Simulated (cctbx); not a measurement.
## Lattice, Laue class and space group of a new crystal

Cell: a = 11.4860 Å, b = 4.6070 Å, c = 8.7890 Å, α = 90.00°, β = 90.00°, γ = 90.00°. Expected content of the cell: Pb4 Zn24.

Simulated single-crystal data (cctbx): synchrotron X-rays, λ = 0.7749 Å, to d = 0.6 Å, 80 % of the full sphere, strongest reflection 40000 counts, noise from counting, a 1.5 % proportional error and a noise floor of 4 counts (s.d.); no absorption.

Tests on the unmerged data give:

```text
7219 reflections to d = 0.600 A
centring   violations  <I/sigma> of those
    A       2585 of  3621     12.7
    B       2487 of  3614     12.1
    C       2684 of  3631     13.1
    I       2609 of  3629     12.7
    R       3515 of  4825     12.7
    F       3878 of  5433     12.6
Laue class    unique    Rint  (classes that these axes allow; Friedel mates merged)
P -1             4330   0.024
P 1 2/m 1        2459   0.027
P 1 1 2/m        2361   0.027
P 2/m 1 1        2348   0.027
P m m m          1348   0.029
space group    extra absences  I>4sigma  <I/sigma>
P 2 2 2                 0          0         -  acentric
P 2 2 21               11          0      -0.2  acentric
P 21 2 2               17          0       0.3  acentric
P 2 21 2                7          0       0.2  acentric
P 21 21 2              24          0       0.3  acentric
P 2 21 21              18          0      -0.1  acentric
P 21 2 21              28          0       0.1  acentric
P 21 21 21             35          0       0.1  acentric
P m m 2                 0          0         -  acentric
P 2 m m                 0          0         -  acentric
P m 2 m                 0          0         -  acentric
P 21 m a              184          0      -0.0  acentric
P m 2 a               184          0      -0.0  acentric
P n m 21              144          0       0.1  acentric
P n 21 m              144          0       0.1  acentric
P n 21 a              328          0       0.0  acentric
P m m m                 0          0         -  centric
P m m a               184          0      -0.0  centric
P n m m :1            144          0       0.1  centric
P n m m :2            144          0       0.1  centric
P n m a               328          0       0.0  centric
Wilson B = 0.77 A^2   <|E^2-1|> = 0.942 (0.968 centric, 0.736 acentric)   E^2>4: 3.8 %
shell (A)         n   <I/sigma>
11.49 - 1.20    197     36.3
 1.20 - 0.95    171     34.2
 0.95 - 0.83    171     28.2
 0.83 - 0.76    162     25.9
 0.76 - 0.70    171     26.1
 0.70 - 0.66    146     20.6
 0.66 - 0.63    172     20.6
 0.63 - 0.60    158     19.4
```

**Question.** What are the lattice type, the Laue class and the likely space group?

Every centring test has many violations, so the lattice is primitive.

Rint stays low (0.024 to 0.029) up to P m m m, the highest class in these axes.

21 settings pass the absence test. The most absences obeyed, 328, belong to P n 21 a and P n m a, which absences can't tell apart.

⟨|E²−1|⟩ = 0.942 leans to a centrosymmetric structure. The Wilson B of 0.77 Å² means U ≈ 0.0098 Å².

The true group is Pnma (no. 62), Laue class mmm, centrosymmetric. The tables only narrow the choice to the tied entries; cell content, site symmetry and trial solutions must settle it.

The model is made up (kin elements in a known structure type, no relaxation), so it says nothing on whether the phase exists.

[Logs are printed without paths, hosts, clocks, repeated set-up lines and the standing remarks that a program may print on its own settings, such as how far it seeks lower states.]
